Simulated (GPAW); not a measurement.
**H-SiC-H chair monolayer: simulated STM images**

Wanted: filled- and empty-state images of H-SiC-H chair monolayer, with its work function.

Program: GPAW 26.7.0. Level of theory: GPAW, PAW setups; layer in a repeated cell with vacuum, relaxation of atoms and in-plane cell, in the first sound run; inputs show where later runs differ. Results are calculated unless marked as measured.

Report form: the programs' logs are mostly left out.

## Step 1: The starting structure

The cell holds 4 atoms: 2 H, 1 C and 1 Si. Cell: a = 3.086 Å, b = 3.086 Å, c = 19.113 Å, α = 90.0°, β = 90.0°, γ = 120.0°. Vacuum lies along c.

## Step 2: Relaxation

Forces are removed first; all later runs use this geometry.

run.py

```python
import json
import numpy as np
from ase import Atoms
from ase.filters import FrechetCellFilter
from ase.optimize import BFGS
from gpaw import GPAW, PW

slab = Atoms(
    ['H', 'C', 'Si', 'H'],
    positions=[
        [1.54275, 0.89071, 8.00000],
        [1.54275, 0.89071, 9.07000],
        [-0.00000, 1.78141, 9.69333],
        [-0.00000, 1.78141, 11.11333]],
    cell=[[3.0855, 0.0, 0.0], [-1.54275, 2.67212, 0.0], [0.0, 0.0, 19.1133]],
    pbc=[True, True, True])

slab.calc = GPAW(mode=PW(600), xc='PBE', kpts={'size': (12, 12, 1), 'gamma': True},
                 occupations={'name': 'fermi-dirac', 'width': 0.05}, nbands='200%',
                 convergence={'density': 1e-05}, maxiter=200,
                 symmetry={'tolerance': 1e-3}, txt='slab.txt')
result = {}
# The in-plane cell is free; stress needs a cell that repeats along all three vectors
path = []
opt = BFGS(FrechetCellFilter(slab, mask=[1, 1, 0, 0, 0, 1]), maxstep=0.2)
opt.attach(lambda: path.append((slab.get_potential_energy(), slab.positions.tolist(), slab.get_forces().tolist())))
result['relaxed'] = bool(opt.run(fmax=0.02, steps=45))
result['path'] = path
result['cell'] = slab.cell.tolist()
print('in-plane lattice', slab.cell.cellpar().round(4)[[0, 1, 5]])
energy = slab.get_potential_energy()
fermi = slab.calc.get_fermi_level()
v = slab.calc.get_electrostatic_potential().mean((0, 1)) - fermi
n = slab.calc.get_pseudo_density().mean((0, 1))
L = slab.cell[2, 2]
z = np.arange(len(v)) * L / len(v)
low, high = slab.positions[:, 2].min(), slab.positions[:, 2].max()
below, above = np.interp([low - 5.8, high + 5.8], z, v)
slopes = [np.interp(x, z, np.gradient(v, z)) for x in (low - 5.8, high + 5.8)]
eps = np.array([[slab.calc.get_eigenvalues(k, s) for k in range(len(slab.calc.get_ibz_k_points()))]
                for s in range(slab.calc.get_number_of_spins())]) - fermi
top, bottom = eps[eps < 0].max(), eps[eps > 0].min()
dipole = slab.get_dipole_moment()[2]
print(f'energy {energy:.4f} eV, Fermi level {fermi:.4f} eV, dipole {dipole:.5f} e A')
print(f'potential 5.8 A off the faces, from the Fermi level: lower {below:.4f} eV, upper {above:.4f} eV')
print(f'slope of the potential there: lower {slopes[0]:.5f}, upper {slopes[1]:.5f} eV/A')
print(f'nearest levels on the mesh: {top:.4f} and {bottom:.4f} eV')
print('magnetic moment', round(slab.get_magnetic_moment(), 3))
result.update(energy=energy, fermi=fermi, dipole=dipole, below=below, above=above, slopes=slopes, edges=[top, bottom],
              z=z.tolist(), v=v.tolist(), n=n.tolist(), positions=slab.positions.tolist(),
              forces=slab.get_forces(apply_constraint=False).tolist(), moments=slab.get_magnetic_moments().tolist())
json.dump(result, open('result.json', 'w'))
```

On the command line:

```sh
> OMP_NUM_THREADS=1 OPENBLAS_NUM_THREADS=1 python run.py
```

The job ended after 2.3 min (1 thread of Arm Neoverse V2, shared host; peak memory 0.27 GiB).

Numbers from this step:

- dipole along the normal: -0.09957 e·Å
- levels nearest the Fermi level on the mesh: -1.965, 2.011 eV from the Fermi level

The electrostatic potential energy of an electron (without an applied field's), less the Fermi level, planar mean by z:

```
z (Å)  electrostatic potential energy of an electron (without an applied field's), less the Fermi level, planar mean (eV)
  0.0                                                                                                                3.42
  0.5                                                                                                                3.36
  1.0                                                                                                                3.30
  1.5                                                                                                                3.25
  2.0                                                                                                                3.19
  2.5                                                                                                                3.14
  3.0                                                                                                                3.08
  3.5                                                                                                                3.03
  4.0                                                                                                                2.97
  4.5                                                                                                                2.91
  5.0                                                                                                                2.86
  5.5                                                                                                                2.80
  6.0                                                                                                                2.74
  6.5                                                                                                                2.66
  7.0                                                                                                                2.48
  7.5                                                                                                                1.77
  8.0                                                                                                              -0.282
  8.5                                                                                                               -1.47
  9.0                                                                                                               -14.5
  9.5                                                                                                               -18.0
 10.0                                                                                                               -11.0
 10.5                                                                                                               -1.18
 11.0                                                                                                               0.952
 11.5                                                                                                                2.66
 12.0                                                                                                                3.87
 12.5                                                                                                                4.08
 13.0                                                                                                                4.08
 13.5                                                                                                                4.04
 14.0                                                                                                                3.98
 14.5                                                                                                                3.93
 15.0                                                                                                                3.87
 15.5                                                                                                                3.82
 16.0                                                                                                                3.76
 16.5                                                                                                                3.71
 17.0                                                                                                                3.65
 17.5                                                                                                                3.60
 18.0                                                                                                                3.54
 18.5                                                                                                                3.48
 19.0                                                                                                                3.43
```

The pseudo valence density, planar mean by z:

| z (Å) | pseudo valence density, planar mean (e/Å³) |
| --- | --- |
| 5 | 1.6e-5 |
| 6 | 3.6e-4 |
| 7 | 0.00960 |
| 8 | 0.179 |
| 9 | 0.570 |
| 10 | 0.260 |
| 11 | 0.175 |
| 12 | 0.0187 |
| 13 | 8.1e-4 |
| 14 | 3.4e-5 |

The relaxation lowered the energy of the cell by 0.106 eV (energies extrapolated to zero smearing; the optimiser's log prints free energies). The largest force left on a free atom is 0.0089 eV/Å.

## Step 3: Plane waves, PBE

With the geometry fixed, the planar mean of the potential gives the vacuum level on each side.

This step: GPAW, PAW setups; slab in vacuum (GPAW 26.7.0).

The cell differs from the one that the last finished run ended in (c 19.113 → 19.182 Å).

run.py

```python
import json
import numpy as np
from ase import Atoms
from ase.dft.stm import STM
from gpaw import GPAW, PW

slab = Atoms(
    ['H', 'C', 'Si', 'H'],
    positions=[
        [1.56451, 0.90327, 8.00000],
        [1.56451, 0.90327, 9.10794],
        [-0.00000, 1.80654, 9.68316],
        [-0.00000, 1.80654, 11.18235]],
    cell=[[3.12903, 0.0, 0.0], [-1.56451, 2.70981, 0.0], [0.0, 0.0, 19.1824]],
    pbc=[True, True, False])

slab.calc = GPAW(mode=PW(500), xc='PBE', kpts={'size': (12, 12, 1), 'gamma': True},
                 occupations={'name': 'fermi-dirac', 'width': 0.05}, nbands='200%',
                 convergence={'density': 1e-05}, maxiter=200,
                 poissonsolver={'dipolelayer': 'xy'},
                 symmetry={'tolerance': 1e-3}, txt='slab.txt')
result = {}
energy = slab.get_potential_energy()
fermi = slab.calc.get_fermi_level()
v = slab.calc.get_electrostatic_potential().mean((0, 1)) - fermi
n = slab.calc.get_pseudo_density().mean((0, 1))
L = slab.cell[2, 2]
z = np.arange(len(v)) * L / len(v)
low, high = slab.positions[:, 2].min(), slab.positions[:, 2].max()
below, above = np.interp([low - 5.8, high + 5.8], z, v)
slopes = [np.interp(x, z, np.gradient(v, z)) for x in (low - 5.8, high + 5.8)]
eps = np.array([[slab.calc.get_eigenvalues(k, s) for k in range(len(slab.calc.get_ibz_k_points()))]
                for s in range(slab.calc.get_number_of_spins())]) - fermi
top, bottom = eps[eps < 0].max(), eps[eps > 0].min()
dipole = slab.get_dipole_moment()[2]
print(f'energy {energy:.4f} eV, Fermi level {fermi:.4f} eV, dipole {dipole:.5f} e A')
print(f'potential 5.8 A off the faces, from the Fermi level: lower {below:.4f} eV, upper {above:.4f} eV')
print(f'slope of the potential there: lower {slopes[0]:.5f}, upper {slopes[1]:.5f} eV/A')
print(f'nearest levels on the mesh: {top:.4f} and {bottom:.4f} eV')
print('magnetic moment', round(slab.get_magnetic_moment(), 3))
result.update(energy=energy, fermi=fermi, dipole=dipole, below=below, above=above, slopes=slopes, edges=[top, bottom],
              z=z.tolist(), v=v.tolist(), n=n.tolist(), positions=slab.positions.tolist(),
              forces=slab.get_forces(apply_constraint=False).tolist(), moments=slab.get_magnetic_moments().tolist())

# Images need the states of the whole zone, up to time reversal
slab.calc = slab.calc.fixed_density(symmetry={'point_group': False}, txt='states.txt', nbands='260%',
                                    convergence={'bands': 'CBM+0.8'})
stm = STM(slab)
result['stm'] = []
for bias in [-0.5, 0.5]:
    height = high + 3.0
    current = stm.get_averaged_current(bias, height)
    x, y, h = stm.scan(bias, current)
    i, f = divmod(height / L * stm.ldos.shape[2], 1)
    I = abs((1 - f) * stm.ldos[:, :, int(i)] + f * stm.ldos[:, :, int(i) + 1])
    print(f'bias {bias} V: mean current at 3.0 A {current:.4e}, corrugation {np.ptp(h):.4f} A')
    result['stm'].append(dict(bias=bias, current=current, h=(h - high).tolist(), I=I.tolist()))
json.dump(result, open('result.json', 'w'))
```

Wall time 54 s (1 thread); peak memory 0.35 GiB.

Numbers from this step:

```
dipole along the normal                    : -0.08183 e·Å
levels nearest the Fermi level on the mesh : -1.007, 2.778 eV from the Fermi level
upper work function                        : 5.252 eV
lower work function                        : 3.506 eV
upper ionisation energy                    : 6.259 eV
```

Electrostatic potential energy of an electron (without an applied field's), less the Fermi level, planar mean against z:

```csv
z (Å),"electrostatic potential energy of an electron (without an applied field's), less the Fermi level, planar mean (eV)"
0,4.38
1,3.51
2,3.51
3,3.51
4,3.51
5,3.50
6,3.50
7,3.35
8,0.673
9,-12.9
10,-10.7
11,1.99
12,4.90
13,5.24
14,5.25
15,5.25
16,5.25
17,5.25
18,5.25
19,4.83
```

The pseudo valence density, planar mean by z:

z (Å), pseudo valence density, planar mean (e/Å³) and a bar:
```
        5      0.000 
        6      0.000 
        7      0.009 
        8      0.172 #########
        9      0.559 ##############################
       10      0.265 ##############
       11      0.175 #########
       12      0.020 #
       13      0.001 
       14      0.000
```

The layer is gapped, so the Fermi level lies somewhere inside the gap, set by smearing and numerics, and these work functions are no property of the material; the band edges below the vacuum level are. The potential is flat to 1.6e-4 eV/Å where it is read, so the vacuum is wide enough. At -0.5 and 0.5 V the search found no usable constant-current contour near the set height, since the window lies inside the gap and carries no current, so the printed corrugation is no image; it is left out.

## Step 4: A changed run

One more run, with changed settings.

run.py: that of step 3 with these lines changed.

```diff
@@ -3,3 +3,2 @@
 from ase import Atoms
-from ase.dft.stm import STM
 from gpaw import GPAW, PW
@@ -16,5 +15,5 @@
 
-slab.calc = GPAW(mode=PW(500), xc='PBE', kpts={'size': (12, 12, 1), 'gamma': True},
+slab.calc = GPAW(mode=PW(500), xc='pbe96', kpts={'size': (12, 12, 1), 'gamma': True},
                  occupations={'name': 'fermi-dirac', 'width': 0.05}, nbands='200%',
-                 convergence={'density': 1e-05}, maxiter=200,
+                 convergence={'density': 1e-05}, maxiter=50,
                  poissonsolver={'dipolelayer': 'xy'},
@@ -43,16 +42,2 @@
               forces=slab.get_forces(apply_constraint=False).tolist(), moments=slab.get_magnetic_moments().tolist())
-
-# Images need the states of the whole zone, up to time reversal
-slab.calc = slab.calc.fixed_density(symmetry={'point_group': False}, txt='states.txt', nbands='260%',
-                                    convergence={'bands': 'CBM+0.8'})
-stm = STM(slab)
-result['stm'] = []
-for bias in [-0.5, 0.5]:
-    height = high + 3.0
-    current = stm.get_averaged_current(bias, height)
-    x, y, h = stm.scan(bias, current)
-    i, f = divmod(height / L * stm.ldos.shape[2], 1)
-    I = abs((1 - f) * stm.ldos[:, :, int(i)] + f * stm.ldos[:, :, int(i) + 1])
-    print(f'bias {bias} V: mean current at 3.0 A {current:.4e}, corrugation {np.ptp(h):.4f} A')
-    result['stm'].append(dict(bias=bias, current=current, h=(h - high).tolist(), I=I.tolist()))
 json.dump(result, open('result.json', 'w'))
```

It took 0.64 s on 1 thread; peak memory 0.1 GiB.

The program refused the input before any cycle.

The program's message: “NameError: Unknown functional: pbe96.”

The change that led to it: xc = "pbe96".

## Step 5: Summary of results

```yaml
work_function_upper_and_lower_face_fermi_level_placed_in_the_gap_by_the_smearing: 5.252 and 3.506 eV
ionisation_energy_from_the_upper_face_highest_filled_level_on_the_mesh: 6.26 eV
electron_affinity_from_the_upper_face_lowest_empty_kohn_sham_level_on_the_mesh: 2.47 eV
dipole_along_the_normal: -0.0818 e Å
```

What this shows: With plane waves and PBE the ionisation energy from the upper face is 6.26 eV and the Kohn-Sham electron affinity 2.47 eV. The two faces differ by 1.7 eV, the step that the slab's dipole makes (e p/(ε0 A) gives 1.7 eV), so the dipole layer is needed. The levels nearest the Fermi level on the mesh lie 3.79 eV apart, so the slab is gapped there: the smearing puts the Fermi level inside the gap, and from either face the ionisation energy is the work function plus 1.0 eV. Both are Kohn-Sham levels on the mesh, and semilocal gaps are too small, so the affinity tends to come out too large and the ionisation energy too small. The relaxation of atoms and cell ran in a fully periodic cell without the dipole layer, so the atoms of this polar layer felt a small spurious field. The layer's cell and atoms come from the relaxation; spin-orbit coupling and temperature are left out.

[Logs are printed without paths, hosts, clocks, repeated set-up lines and the standing remarks that a program may print on its own settings, such as how far it seeks lower states.]

[Hosts, paths, dates, database ids (printed as entryN), source tags and the programs' standing remarks are cut or masked in the printed files.]
